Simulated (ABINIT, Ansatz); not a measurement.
**PbO (P4/nmm): one start, several treatments of the self-energy**

How much does the gap of PbO (P4/nmm) depend on the approximation to the self-energy?

Main program and level: ABINIT 10.8.3; PBE and many-body steps on it, plane waves.

The database entry behind the starting cell differs from later determinations by our own check (c about 1 % long), so it need not match the best structure at ambient conditions.

**1. Set-up**

It takes space group P4/nmm (No. 129, tetragonal). Conventional cell: a = 3.975 Å, b = 3.975 Å, c = 5.023 Å, α = 90.00°, β = 90.00°, γ = 90.00°. Nearest to Pb lie 4 O at 2.32 Å. Nearest to O lie 4 Pb at 2.32 Å. Farther neighbours and most contacts between anions are not listed.

The cell and positions come from the Crystallography Open Database and are kept as given unless a step says otherwise. Spin-orbit coupling is left out unless a step names it.

**2. Empty states on the mesh, 4×4×4 mesh, 264 bands**

This step: ABINIT 10.8.3; DFT, PBE, plane waves, norm-conserving pseudopotentials.

The sums over transitions need many empty states on a uniform mesh; this step solves for them.

File run.abi:

```
acell 3*1.0 Angstrom
rprim 
  3.974800000000 0.000000000000 0.000000000000
  0.000000000000 3.974800000000 0.000000000000
  0.000000000000 0.000000000000 5.022700000000
ntypat 2
znucl 82 8
natom 4
typat 1 1 2 2
xred 
  0.000000000000 0.500000000000 0.238514000000
  0.500000000000 0.000000000000 0.761486000000
  0.000000000000 0.000000000000 0.000000000000
  0.500000000000 0.500000000000 0.000000000000
pp_dirpath "pseudos"
pseudos "Pb.upf, O.upf"
ecut 36
ngkpt 4 4 4
nshiftk 1
shiftk 0 0 0
kptopt 1
chksymbreak 0
irdden 1
istwfk *1
nband 264
prtvol 0
optdriver 6
gwr_task "HDIAGO"
paral_kgb 0
occopt 1
indata_prefix "in"
outdata_prefix "out"
tmpdata_prefix "tmp"
```

Command:

```
$ OMP_NUM_THREADS=1 mpirun -n 8 abinit run.abi > log
```

Output:

```text
.Version 10.8.3 of ABINIT. v10.8.2 released Aug 2026.

 Symmetries : space group P4/n m m (#129); Bravais tP (primitive tetrag.)
[... echo of the input left out ...]
== DATASET  1 ==================================================================
-   mpi_nproc: 8, omp_nthreads: 1 (-1 if OMP is not activated)

--- !DatasetInfo
iteration_state: {dtset: 1, }
dimensions: {natom: 4, nkpt: 18, mband: 264, nsppol: 1, nspinor: 1, nspden: 1, mpw: 5556, }
cutoff_energies: {ecut:  36.0, pawecutdg:  -1.0, }
[...]
Indirect band gap semiconductor
 Fundamental gap:     1.154 (eV)
   VBM:     3.759 (eV) at k: [ 0.0000E+00,  0.0000E+00,  0.0000E+00]
   CBM:     4.913 (eV) at k: [ 5.0000E-01,  5.0000E-01,  0.0000E+00]
 Direct gap:         2.145 (eV) at k: [ 5.0000E-01,  5.0000E-01,  0.0000E+00]

== END DATASET(S) ==============================================================
================================================================================

 -outvars: echo values of variables after computation  --------
           etotal      0.0000000000E+00
            nband         264
             nkpt          18
          spgroup         129
 [... the other variables as echoed above ...]

 Calculation completed.
```

Run time: 4.9 min. Hardware: 8 MPI ranks of Arm Neoverse V2, shared host; peak memory 14 GiB.

Numbers from this step:

```yaml
gap: 1.154 eV
k_of_the_valence_top: 0, 0, 0
k_of_the_conduction_bottom: 0.5, 0.5, 0
least_direct_gap: 2.145 eV
k_points_computed: 18
lowest_point_of_the_top_converged_band_above_the_valence_top: 110.1637 eV
```

On this mesh the gap is 1.154 eV.

The density comes from a self-consistent run that is not shown.

**3. Screening, 4×4×4 mesh, 116 bands, screening to 141.5 eV**

The RPA dielectric matrix is built and inverted for each q.

This step: RPA screening on PBE, plane waves, norm-conserving pseudopotentials.

Changes to run.abi since step 2:

```diff
@@ -22,10 +22,11 @@
 chksymbreak 0
-irdden 1
 istwfk *1
-nband 264
-prtvol 0
-optdriver 6
-gwr_task "HDIAGO"
-paral_kgb 0
 occopt 1
+irdwfk 1
+optdriver 3
+nband 116
+ecuteps 5.2
+inclvkb 2
+awtr 1
+symchi 1
 indata_prefix "in"
```

Output:

```text
.Version 10.8.3 of ABINIT. v10.8.2 released Aug 2026.

 Symmetries : space group P4/n m m (#129); Bravais tP (primitive tetrag.)
[... echo of the input left out ...]
== DATASET  1 ==================================================================
-   mpi_nproc: 8, omp_nthreads: 1 (-1 if OMP is not activated)

--- !DatasetInfo
iteration_state: {dtset: 1, }
dimensions: {natom: 4, nkpt: 18, mband: 116, nsppol: 1, nspinor: 1, nspden: 1, mpw: 5556, }
cutoff_energies: {ecut:  36.0, pawecutdg:  -1.0, }
electrons: {nelect:   4.00000000E+01, charge:   0.00000000E+00, occopt:   1.00000000E+00, tsmear:   1.00000000E-02, }

 SCREENING: Calculation of the susceptibility and dielectric matrices

 Based on a program developped by R.W. Godby, V. Olevano, G. Onida, and L. Reining.
 Incorporated in ABINIT by V. Olevano, G.-M. Rignanese, and M. Torrent.
.Using double precision arithmetic ; gwpc =  8

[... cell and pseudopotentials left out ...]
--------------------------------------------------------------------------------

 ==== K-mesh for the wavefunctions ====
 Number of points in the irreducible wedge :    18
[... list of points left out ...]
 Together with 16 symmetry operations and time-reversal symmetry
 yields    64 points in the full Brillouin Zone.

 ==== Q-mesh for the screening function ====
 Number of points in the irreducible wedge :    18
[... list of points left out ...]
 Together with 16 symmetry operations and time-reversal symmetry
 yields    64 points in the full Brillouin Zone.

 setmesh: FFT mesh size selected  =    30x   30x   36
          total number of points  =        32400

 vcoul_init : cutoff-mode = AUXILIARY_FUNCTION
 q-points for optical limit:   1
     1)      0.000010    0.000020    0.000030

- screening: taking advantage of time-reversal symmetry
- Maximum band index for partially occupied states nbvw = 20
- Remaining bands to be divided among processors   nbcw = 96
- Number of bands treated by each node ~12

 Number of electrons calculated from density =   40.0000; Expected =   40.0000
 average of density, n =  0.074696
 r_s =    1.4730
 omega_plasma =   26.3635 [eV]

 calculating chi0 at frequencies [eV] :
  1    0.000000E+00    0.000000E+00
  2    0.000000E+00    2.636352E+01

--------------------------------------------------------------------------------
  q-point number  1        q = ( 0.000000, 0.000000, 0.000000) [r.l.u.]
--------------------------------------------------------------------------------
[... chi0 elements left out ...]
 For q-point:  0.000010 0.000020 0.000030
  dielectric constant =   6.3157
  dielectric constant without local fields =   7.2533

  Average fulfillment of the sum rule on Im[epsilon] for q-point    1 :     75.18  [%]
[... wings left out ...]
  q-point number  2        q = ( 0.250000, 0.000000, 0.000000) [r.l.u.]
--------------------------------------------------------------------------------
[... chi0 elements left out ...]
  Average fulfillment of the sum rule on Im[epsilon] for q-point    2 :    100.04  [%]

 [... 16 further q-points ...]
```

It took 99 s on 8 MPI ranks; peak memory 3.5 GiB; 13 min of CPU time.

This step gave:

```yaml
eps_infinity_with_local_fields_on_this_mesh_along_the_program_s_q_direction: 6.316
the_same_without_local_fields: 7.253
plasma_frequency: 26.36 eV
plane_waves_in_the_screening_matrix: 293
```

Local fields lower ε∞ by 13 %. On a Γ-centred mesh this coarse the value itself is usually too large, while a short band sum pulls it down.

**4. G0W0, Godby-Needs plasmon pole**

The self-energy is evaluated for the states that the input lists, and the levels follow from it, in one-shot runs by the linearised quasiparticle equation.

This step: G0W0 on PBE, plane waves, norm-conserving pseudopotentials.

Changes to run.abi since step 3:

```diff
@@ -25,8 +25,17 @@
 irdwfk 1
-optdriver 3
+optdriver 4
 nband 116
+gwcalctyp 0
+ecutsigx 36
+symsigma 1
+nkptgw 2
+kptgw 
+  0.0000000000 0.0000000000 0.0000000000
+  0.5000000000 0.5000000000 0.0000000000
+bdgw 
+  18 22
+  19 22
 ecuteps 5.2
-inclvkb 2
-awtr 1
-symchi 1
+irdscr 1
+ppmodel 1
 indata_prefix "in"
```

Output:

```text
.Version 10.8.3 of ABINIT. v10.8.2 released Aug 2026.

 Symmetries : space group P4/n m m (#129); Bravais tP (primitive tetrag.)
[... echo of the input left out ...]
== DATASET  1 ==================================================================
-   mpi_nproc: 8, omp_nthreads: 1 (-1 if OMP is not activated)

--- !DatasetInfo
iteration_state: {dtset: 1, }
dimensions: {natom: 4, nkpt: 18, mband: 116, nsppol: 1, nspinor: 1, nspden: 1, mpw: 5556, }
cutoff_energies: {ecut:  36.0, pawecutdg:  -1.0, }
electrons: {nelect:   4.00000000E+01, charge:   0.00000000E+00, occopt:   1.00000000E+00, tsmear:   1.00000000E-02, }

 SIGMA: Calculation of the GW corrections

 Based on a program developped by R.W. Godby, V. Olevano, G. Onida, and L. Reining.
 Incorporated in ABINIT by V. Olevano, G.-M. Rignanese, and M. Torrent.
.Using double precision arithmetic ; gwpc =  8

[... cell and pseudopotentials left out ...]
--------------------------------------------------------------------------------

 ==== K-mesh for the wavefunctions ====
 Number of points in the irreducible wedge :    18
[... list of points left out ...]
 Together with 16 symmetry operations and time-reversal symmetry
 yields    64 points in the full Brillouin Zone.

 ==== Q-mesh for screening function ====
 Number of points in the irreducible wedge :    18
[... list of points left out ...]
 Together with 16 symmetry operations and time-reversal symmetry
 yields    64 points in the full Brillouin Zone.

 vcoul_init : cutoff-mode = AUXILIARY_FUNCTION
 q-points for optical limit:   1
     1)      0.000010    0.000020    0.000030
 setmesh: FFT mesh size selected  =    48x   48x   60
          total number of points  =       138240

 Number of electrons calculated from density =   40.0000; Expected =   40.0000
 average of density, n =  0.074696
 r_s =    1.4730
 omega_plasma =   26.3635 [eV]

 === KS Band Gaps ===
  >>>> For spin  1
   Minimum direct gap =   2.1454 [eV], located at k-point      :   0.5000  0.5000  0.0000
   Fundamental gap    =   1.1541 [eV], Top of valence bands at :   0.0000  0.0000  0.0000
                                       Bottom of conduction at :   0.5000  0.5000  0.0000
 SIGMA fundamental parameters:
 PLASMON POLE MODEL  1
 number of plane-waves for SigmaX                 5533
 number of plane-waves for SigmaC and W            293
 number of plane-waves for wavefunctions          5533
 number of bands                                   116
 number of independent spin polarizations            1
 number of spinorial components                      1
 number of k-points in IBZ                          18
 number of q-points in IBZ                          18
 number of symmetry operations                      16
 number of k-points in BZ                           64
 number of q-points in BZ                           64
 number of frequencies for dSigma/dE                 9
 frequency step for dSigma/dE [eV]                0.25
 number of omega for Sigma on real axis              0
 max omega for Sigma on real axis  [eV]           0.00
 zcut for avoiding poles [eV]                     0.10

 EPSILON^-1 parameters (SCR file):
 dimension of the eps^-1 matrix on file            293
 dimension of the eps^-1 matrix used               293
 number of plane-waves for wavefunctions          5533
 number of bands                                   116
 number of q-points in IBZ                          18
 number of frequencies                               2
 number of real frequencies                          1
 number of imag frequencies                          1

 matrix elements of self-energy operator (all in [eV])

 Perturbative Calculation

--- !SelfEnergy_ee
iteration_state: {dtset: 1, }
kpoint     : [   0.000,    0.000,    0.000, ]
spin       : 1
KS_gap     :    2.390
QP_gap     :    2.546
Delta_QP_KS:    0.156
data: !SigmaeeData |
     Band     E0 <VxcDFT>   SigX SigC(E0)      Z dSigC/dE  Sig(E)    E-E0       E
       18   2.152 -19.487 -24.441   5.083   0.753  -0.328 -19.389   0.097   2.249
       19   2.152 -19.487 -24.441   5.083   0.753  -0.328 -19.389   0.097   2.249
       20   3.759 -17.584 -20.215   2.599   0.785  -0.275 -17.609  -0.025   3.734
       21   6.149 -11.800  -8.641  -3.002   0.827  -0.209 -11.670   0.131   6.279
       22   9.320 -10.679  -7.064  -3.453   0.825  -0.213 -10.545   0.133   9.454

--- !SelfEnergy_ee
iteration_state: {dtset: 1, }
kpoint     : [   0.500,    0.500,    0.000, ]
spin       : 1
KS_gap     :    2.145
QP_gap     :    1.882
Delta_QP_KS:   -0.263
data: !SigmaeeData |
     Band     E0 <VxcDFT>   SigX SigC(E0)      Z dSigC/dE  Sig(E)    E-E0       E
       19   2.767 -20.296 -24.946   5.029   0.753  -0.329 -20.011   0.286   3.053
       20   2.767 -20.296 -24.946   5.029   0.753  -0.329 -20.011   0.286   3.053
       21   4.913  -9.611  -6.778  -2.806   0.833  -0.201  -9.588   0.022   4.935
       22   4.913  -9.611  -6.778  -2.806   0.833  -0.201  -9.588   0.022   4.935

== END DATASET(S) ==============================================================
================================================================================

 -outvars: echo values of variables after computation  --------
           etotal      0.0000000000E+00
            nband         116
             nkpt          18
          spgroup         129
 [... the other variables as echoed above ...]

 Calculation completed.
```

Elapsed: 12 s, on 8 MPI ranks; peak memory 2.9 GiB.

This step gave:

```
G0W0 gap on the points computed              : 1.201 eV
starting gap on the mesh                     : 1.154 eV
k of the valence top                         : 0, 0, 0
k of the conduction bottom                   : 0.5, 0.5, 0
Z at the valence top                         : 0.785
Z at the conduction bottom                   : 0.833
least direct G0W0 gap on the computed points : 1.882 eV
```

The gap on the mesh goes from 1.15 eV to 1.20 eV, a correction of +0.05 eV.

**5. G0W0, von der Linden-Horsch plasmon pole**

Changes to run.abi since step 4:

```diff
@@ -39,3 +39,3 @@
 irdscr 1
-ppmodel 1
+ppmodel 3
 indata_prefix "in"
```

Output:

```text
.Version 10.8.3 of ABINIT. v10.8.2 released Aug 2026.

 Symmetries : space group P4/n m m (#129); Bravais tP (primitive tetrag.)
[... echo of the input left out ...]
== DATASET  1 ==================================================================
-   mpi_nproc: 8, omp_nthreads: 1 (-1 if OMP is not activated)

--- !DatasetInfo
iteration_state: {dtset: 1, }
dimensions: {natom: 4, nkpt: 18, mband: 116, nsppol: 1, nspinor: 1, nspden: 1, mpw: 5556, }
cutoff_energies: {ecut:  36.0, pawecutdg:  -1.0, }
electrons: {nelect:   4.00000000E+01, charge:   0.00000000E+00, occopt:   1.00000000E+00, tsmear:   1.00000000E-02, }

 SIGMA: Calculation of the GW corrections

 Based on a program developped by R.W. Godby, V. Olevano, G. Onida, and L. Reining.
 Incorporated in ABINIT by V. Olevano, G.-M. Rignanese, and M. Torrent.
.Using double precision arithmetic ; gwpc =  8

[... cell and pseudopotentials left out ...]
--------------------------------------------------------------------------------

 ==== K-mesh for the wavefunctions ====
 Number of points in the irreducible wedge :    18
[... list of points left out ...]
 Together with 16 symmetry operations and time-reversal symmetry
 yields    64 points in the full Brillouin Zone.

 ==== Q-mesh for screening function ====
 Number of points in the irreducible wedge :    18
[... list of points left out ...]
 Together with 16 symmetry operations and time-reversal symmetry
 yields    64 points in the full Brillouin Zone.

 vcoul_init : cutoff-mode = AUXILIARY_FUNCTION
 q-points for optical limit:   1
     1)      0.000010    0.000020    0.000030
 setmesh: FFT mesh size selected  =    48x   48x   60
          total number of points  =       138240

 Number of electrons calculated from density =   40.0000; Expected =   40.0000
[...]
number of omega for Sigma on real axis              0
 max omega for Sigma on real axis  [eV]           0.00
 zcut for avoiding poles [eV]                     0.10

 EPSILON^-1 parameters (SCR file):
 dimension of the eps^-1 matrix on file            293
 dimension of the eps^-1 matrix used               293
 number of plane-waves for wavefunctions          5533
 number of bands                                   116
 number of q-points in IBZ                          18
 number of frequencies                               2
 number of real frequencies                          1
 number of imag frequencies                          1

 matrix elements of self-energy operator (all in [eV])

 Perturbative Calculation

--- !SelfEnergy_ee
iteration_state: {dtset: 1, }
kpoint     : [   0.000,    0.000,    0.000, ]
spin       : 1
KS_gap     :    2.390
QP_gap     :    2.473
Delta_QP_KS:    0.083
data: !SigmaeeData |
     Band     E0 <VxcDFT>   SigX SigC(E0)      Z dSigC/dE  Sig(E)    E-E0       E
       18   2.152 -19.487 -24.441   4.894   0.827  -0.209 -19.536  -0.050   2.102
       19   2.152 -19.487 -24.441   4.894   0.827  -0.209 -19.536  -0.050   2.102
       20   3.759 -17.584 -20.215   2.396   0.847  -0.180 -17.783  -0.199   3.560
[...]
--- !SelfEnergy_ee
iteration_state: {dtset: 1, }
kpoint     : [   0.500,    0.500,    0.000, ]
spin       : 1
KS_gap     :    2.145
QP_gap     :    1.661
Delta_QP_KS:   -0.485
data: !SigmaeeData |
     Band     E0 <VxcDFT>   SigX SigC(E0)      Z dSigC/dE  Sig(E)    E-E0       E
[...]
21   4.913  -9.611  -6.778  -3.156   0.888  -0.126  -9.898  -0.288   4.625
       22   4.913  -9.611  -6.778  -3.156   0.888  -0.126  -9.898  -0.288   4.625

== END DATASET(S) ==============================================================
================================================================================

 -outvars: echo values of variables after computation  --------
           etotal      0.0000000000E+00
            nband         116
             nkpt          18
          spgroup         129
 [... the other variables as echoed above ...]

 Calculation completed.
```

Wall time 8.2 s (8 MPI ranks); peak memory 1.9 GiB; 64 s of CPU time.

Numbers from this step:

```
G0W0 gap on the points computed              : 1.065 eV
starting gap on the mesh                     : 1.154 eV
k of the valence top                         : 0, 0, 0
k of the conduction bottom                   : 0.5, 0.5, 0
Z at the valence top                         : 0.847
Z at the conduction bottom                   : 0.888
least direct G0W0 gap on the computed points : 1.661 eV
```

Against G0W0 in ABINIT (4×4×4 mesh, 116 bands, screening to 141.5 eV, Godby-Needs plasmon pole), the gap moves by −0.136 eV.

**6. G0W0, Hybertsen-Louie plasmon pole**

Changes to run.abi since step 5:

```diff
@@ -39,3 +39,3 @@
 irdscr 1
-ppmodel 3
+ppmodel 2
 indata_prefix "in"
```

Output:

```text
.Version 10.8.3 of ABINIT. v10.8.2 released Aug 2026.

 Symmetries : space group P4/n m m (#129); Bravais tP (primitive tetrag.)
[... echo of the input left out ...]
== DATASET  1 ==================================================================
-   mpi_nproc: 8, omp_nthreads: 1 (-1 if OMP is not activated)

--- !DatasetInfo
iteration_state: {dtset: 1, }
dimensions: {natom: 4, nkpt: 18, mband: 116, nsppol: 1, nspinor: 1, nspden: 1, mpw: 5556, }
cutoff_energies: {ecut:  36.0, pawecutdg:  -1.0, }
[...]
Band     E0 <VxcDFT>   SigX SigC(E0)      Z dSigC/dE  Sig(E)    E-E0       E
[...]
21   4.913  -9.611  -6.778  -3.089   0.869  -0.151  -9.834  -0.223   4.690
       22   4.913  -9.611  -6.778  -3.089   0.869  -0.151  -9.834  -0.223   4.690

== END DATASET(S) ==============================================================
================================================================================

 -outvars: echo values of variables after computation  --------
           etotal      0.0000000000E+00
            nband         116
             nkpt          18
          spgroup         129
 [... the other variables as echoed above ...]

 Calculation completed.
```

Elapsed: 12 s, on 8 MPI ranks; peak memory 2.7 GiB.

This step gave:

```
G0W0 gap on the points computed              : 1.216 eV
starting gap on the mesh                     : 1.154 eV
k of the valence top                         : 0, 0, 0
k of the conduction bottom                   : 0.5, 0.5, 0
least direct G0W0 gap on the computed points : 2.043 eV
```

Against G0W0 in ABINIT (4×4×4 mesh, 116 bands, screening to 141.5 eV, Godby-Needs plasmon pole), the gap moves by +0.015 eV.

(Continued in part 2 of 2.)

[Paths, hosts, dates, memory and timing lines, banners, echoed tables and standing remarks are left out of the program output.]

[Logs are printed without paths, hosts, clocks, repeated set-up lines and the standing remarks that a program may print on its own settings, such as how far it seeks lower states.]

[Runs of the session that timed out or met a known fault of the program may be left out.]

[No measured gap is set beside runs whose start may be inverted or whose files or cutoffs have a known fault.]

[Hosts, paths, dates, database ids (printed as entryN), source tags and the programs' standing remarks are cut or masked in the printed files.]

[G0W0 gaps are taken among the corrected bands and points alone; a level outside them can change the order at an edge.]

[Where Ansatz stands beside ABINIT at settings called matched, ABINIT's density can come from a denser mesh and the files from another edition; pairs whose starting gaps differed by over 0.03 eV were left out, so agreement reads better than it is.]
